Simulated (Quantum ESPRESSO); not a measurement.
## Magnetic state of Cobalt from several starts

Does Cobalt prefer parallel or opposed moments, or none?

Calculated with Quantum ESPRESSO 7.5; PBEsol; plane waves with GBRV 1.5 PBEsol potentials, no spin-orbit coupling.

Report form: the programs' logs are mostly left out.

## Step 1: The structure

It takes space group P6_3/mmc (No. 194, hexagonal). Conventional cell: a = 2.507 Å, b = 2.507 Å, c = 4.070 Å, α = 90.00°, β = 90.00°, γ = 120.00°. Nearest to Co lie 12 Co at 2.50 to 2.51 Å.

Coordinates:

```cif
data_structure
_symmetry_space_group_name_H-M 'P 1'
_symmetry_Int_Tables_number 1
_cell_length_a 2.5074
_cell_length_b 2.5074
_cell_length_c 4.0699
_cell_angle_alpha 90.000
_cell_angle_beta 90.000
_cell_angle_gamma 120.000
_cell_volume 22.16
loop_
_atom_site_label
_atom_site_type_symbol
_atom_site_fract_x
_atom_site_fract_y
_atom_site_fract_z
_atom_site_occupancy
Co1 Co 0.33333 0.66667 0.25000 1
Co2 Co 0.66667 0.33333 0.75000 1
```

The cell comes from the Crystallography Open Database.

## Step 2: Start 1: ferro ++

The signs are those of the starting moments on the seeded atoms, the atoms that are given a moment.

The input, pw.in:

```
&CONTROL
  calculation = 'scf'
  prefix = 'pwscf'
  outdir = './tmp'
  pseudo_dir = './pseudo'
  disk_io = 'nowf'
/
&SYSTEM
  ibrav = 0
  celldm(1) = 8
  nat = 2
  ntyp = 1
  ecutwfc = 40
  ecutrho = 280
  nbnd = 26
  occupations = 'smearing'
  smearing = 'fd'
  degauss = 0.00734986
  nspin = 2
  starting_magnetization(1) = 0.1176
/
&ELECTRONS
  conv_thr = 4d-09
  electron_maxstep = 150
  mixing_beta = 0.3
/
ATOMIC_SPECIES
Co     58.9332 co_pbesol_v1.2.uspp.F.UPF
CELL_PARAMETERS alat
   0.5922874106108    0.0000000000000    0.0000000000000
  -0.2961437053054    0.5129359439191    0.0000000000000
   0.0000000000000    0.0000000000000    0.9613745443268
ATOMIC_POSITIONS crystal
Co      0.3333333333    0.6666666667    0.2500000000
Co      0.6666666667    0.3333333333    0.7500000000
K_POINTS automatic
12 12 6 0 0 0
```

Started as:

```
OMP_NUM_THREADS=1 mpirun -n 4 pw.x -nk 4 -in pw.in > pw.out
```

Wall time 6.8 s (4 MPI ranks of Arm Neoverse V2, shared host); peak memory 0.27 GiB; 27 s of CPU time.

Spin moment in the atom's sphere by atom:

| atom | spin moment in the atom's sphere (μB) |
| --- | --- |
| Co1 | 1.77 |
| Co2 | 1.77 |

This step gave:

| Property | Result |
| --- | --- |
| smearing term TS | 0.06095 eV |
| magnetization | 3.392 μB |
| absolute magnetization | 3.719 μB |
| final state | ferromagnetic |

## Step 3: Start 2: antiferro +−

pw.in: that of step 2 with these lines changed.

```diff
@@ -11,6 +11,6 @@
   nat = 2
-  ntyp = 1
+  ntyp = 2
   ecutwfc = 40
   ecutrho = 280
-  nbnd = 26
+  nbnd = 24
   occupations = 'smearing'
@@ -20,2 +20,3 @@
   starting_magnetization(1) = 0.1176
+  starting_magnetization(2) = -0.1176
 /
@@ -27,3 +28,4 @@
 ATOMIC_SPECIES
-Co     58.9332 co_pbesol_v1.2.uspp.F.UPF
+Co1    58.9332 co_pbesol_v1.2.uspp.F.UPF
+Co2    58.9332 co_pbesol_v1.2.uspp.F.UPF
 CELL_PARAMETERS alat
@@ -33,4 +35,4 @@
 ATOMIC_POSITIONS crystal
-Co      0.3333333333    0.6666666667    0.2500000000
-Co      0.6666666667    0.3333333333    0.7500000000
+Co1     0.3333333333    0.6666666667    0.2500000000
+Co2     0.6666666667    0.3333333333    0.7500000000
 K_POINTS automatic
```

Run time: 8.7 s. Hardware: 4 MPI ranks; peak memory 0.27 GiB; 34 s of CPU time.

Spin moment in the atom's sphere by atom:

| atom | spin moment in the atom's sphere (μB) |
| --- | --- |
| Co1 | 1.15 |
| Co2 | -1.15 |

Read from the output:

| Quantity | Value |
| --- | --- |
| smearing term TS | 0.1576 eV |
| magnetization | 0 μB |
| absolute magnetization | 2.346 μB |
| final state | antiferromagnetic |

## Step 4: Run 3 (antiferro q=(0,1/2,0) +−+−)

This order needs a doubled cell of 4 atoms. The wavevector q is in fractions of the reciprocal vectors of the crystal's primitive cell, as the cells of these inputs are built from it; moments change sign between cells as cos(2π q·R).

The input, pw.in:

```
&CONTROL
  calculation = 'scf'
  prefix = 'pwscf'
  outdir = './tmp'
  pseudo_dir = './pseudo'
  disk_io = 'nowf'
/
&SYSTEM
  ibrav = 0
  celldm(1) = 8
  nat = 4
  ntyp = 2
  ecutwfc = 40
  ecutrho = 280
  nbnd = 44
  occupations = 'smearing'
  smearing = 'fd'
  degauss = 0.00734986
  nspin = 2
  starting_magnetization(1) = 0.1176
  starting_magnetization(2) = -0.1176
/
&ELECTRONS
  conv_thr = 8d-09
  electron_maxstep = 150
  mixing_beta = 0.3
/
ATOMIC_SPECIES
Co1    58.9332 co_pbesol_v1.2.uspp.F.UPF
Co2    58.9332 co_pbesol_v1.2.uspp.F.UPF
CELL_PARAMETERS alat
   0.5922874106108    0.0000000000000    0.0000000000000
  -0.5922874106108    1.0258718878382    0.0000000000000
   0.0000000000000    0.0000000000000    0.9613745443268
ATOMIC_POSITIONS crystal
Co1     0.3333333333    0.3333333334    0.2500000000
Co2     0.3333333333    0.8333333333    0.2500000000
Co1     0.6666666667    0.1666666666    0.7500000000
Co2     0.6666666667    0.6666666666    0.7500000000
K_POINTS automatic
12 6 6 0 0 0
```

It took 44 s on 4 MPI ranks; peak memory 0.48 GiB; 2.9 min of CPU time.

Spin moment in the atom's sphere by atom:

| atom | spin moment in the atom's sphere (μB) |
| --- | --- |
| Co1 | 1.30 |
| Co2 | -1.30 |
| Co3 | 1.30 |
| Co4 | -1.30 |

Read from the output:

| Property | Result |
| --- | --- |
| smearing term TS | 0.2689 eV |
| magnetization | 0 μB |
| absolute magnetization | 5.317 μB |
| final state | antiferromagnetic |

## Step 5: Run 4 (no spin polarisation)

The input, pw.in:

```
&CONTROL
  calculation = 'scf'
  prefix = 'pwscf'
  outdir = './tmp'
  pseudo_dir = './pseudo'
  disk_io = 'nowf'
/
&SYSTEM
  ibrav = 0
  celldm(1) = 8
  nat = 2
  ntyp = 1
  ecutwfc = 40
  ecutrho = 280
  nbnd = 24
  occupations = 'smearing'
  smearing = 'fd'
  degauss = 0.00734986
/
&ELECTRONS
  conv_thr = 4d-09
  electron_maxstep = 150
  mixing_beta = 0.3
/
ATOMIC_SPECIES
Co     58.9332 co_pbesol_v1.2.uspp.F.UPF
CELL_PARAMETERS alat
   0.5922874106108    0.0000000000000    0.0000000000000
  -0.2961437053054    0.5129359439191    0.0000000000000
   0.0000000000000    0.0000000000000    0.9613745443268
ATOMIC_POSITIONS crystal
Co      0.3333333333    0.6666666667    0.2500000000
Co      0.6666666667    0.3333333333    0.7500000000
K_POINTS automatic
12 12 6 0 0 0
```

The job ended after 3.4 s (4 MPI ranks; peak memory 0.24 GiB; 13 s of CPU time).

Numbers from this step:

| Quantity | Value |
| --- | --- |
| smearing term TS | 0.1914 eV |
| final state | non-magnetic (no spin polarisation) |

## Step 6: The states side by side

An order is kept where moments of 0.15 μB or more survive with the typed signs; meshes match where a doubled cell samples the same k points as the first cell.

Orders:

| start | final state | typed order kept | energy over the lowest (meV a seeded atom) | largest site moment (μB) | net moment (μB a cell of the first run) | mesh matched | CPU time (s) |
| --- | --- | --- | --- | --- | --- | --- | --- |
| ferro ++ | ferromagnetic | yes | 0 | 1.771 | 3.392 | yes | 26.73 |
| antiferro +- | antiferromagnetic | yes | 238.9 | 1.147 | 0.001079 | yes | 34.44 |
| antiferro q=(0,1/2,0) +-+- | antiferromagnetic | yes | 208.3 | 1.296 | 0 | yes | 176.1 |
| no spin polarisation | non-magnetic | - | 261.4 | 0 | 0 | yes | 13.29 |

## Step 7: The lowest state again, with its states saved

pw.in: that of step 5 with these lines changed.

```diff
@@ -5,3 +5,3 @@
   pseudo_dir = './pseudo'
-  disk_io = 'nowf'
+  disk_io = 'low'
 /
@@ -14,3 +14,3 @@
   ecutrho = 280
-  nbnd = 24
+  nbnd = 30
   occupations = 'smearing'
@@ -18,2 +18,4 @@
   degauss = 0.00734986
+  nspin = 2
+  starting_magnetization(1) = 0.1176
 /
```

It took 7.5 s on 4 MPI ranks; peak memory 0.27 GiB; 30 s of CPU time.

Numbers from this step:

```
smearing term TS       : 0.06095 eV
magnetization          : 3.392 μB
absolute magnetization : 3.719 μB
final state            : ferromagnetic
largest moment         : 1.771 μB
```

## Step 8: Löwdin moments

projwfc.x projects the saved states on orthogonalised atomic orbitals of the pseudopotential files.

The job ended after 1.2 s (4 MPI ranks; peak memory 0.05 GiB; 5 s of CPU time).

| atom | moment in the sphere (μB) | Löwdin moment (μB) | Löwdin charge (e) |
| --- | --- | --- | --- |
| Co1 | 1.771 | 1.705 | 16.980 |
| Co2 | 1.771 | 1.705 | 16.980 |

## Step 9: Results

| Quantity | Value |
| --- | --- |
| lowest state found | ferromagnetic (from ferro ++) |
| largest site moment | 1.77 μB |
| next state with moments | antiferromagnetic, 208 meV a seeded atom higher |
| state without moments | 261 meV a seeded atom higher |

**Reading.** The largest moment reads 1.77 μB in the sphere and 1.71 μB by Löwdin projection; a site moment hangs on how space is shared out. Only these 4 starts were compared; other wavevectors, canted and longer-period orders were not. Energies are free energies at an electronic temperature of 1160 K, which lowers moments and differences where the moments are itinerant.

[Logs and program files are shortened in this print: banners, set-up blocks, solver, clock and traceback lines can be left out without a mark of their own.]

[Logs are printed without paths, hosts, clocks, repeated set-up lines and the standing remarks that a program may print on its own settings, such as how far it seeks lower states.]

[Hosts, paths, dates, database ids (printed as entryN), source tags and the programs' standing remarks are cut or masked in the printed files.]

[Where a cell is said to come from a database of computed structures, the database is the Materials Project.]
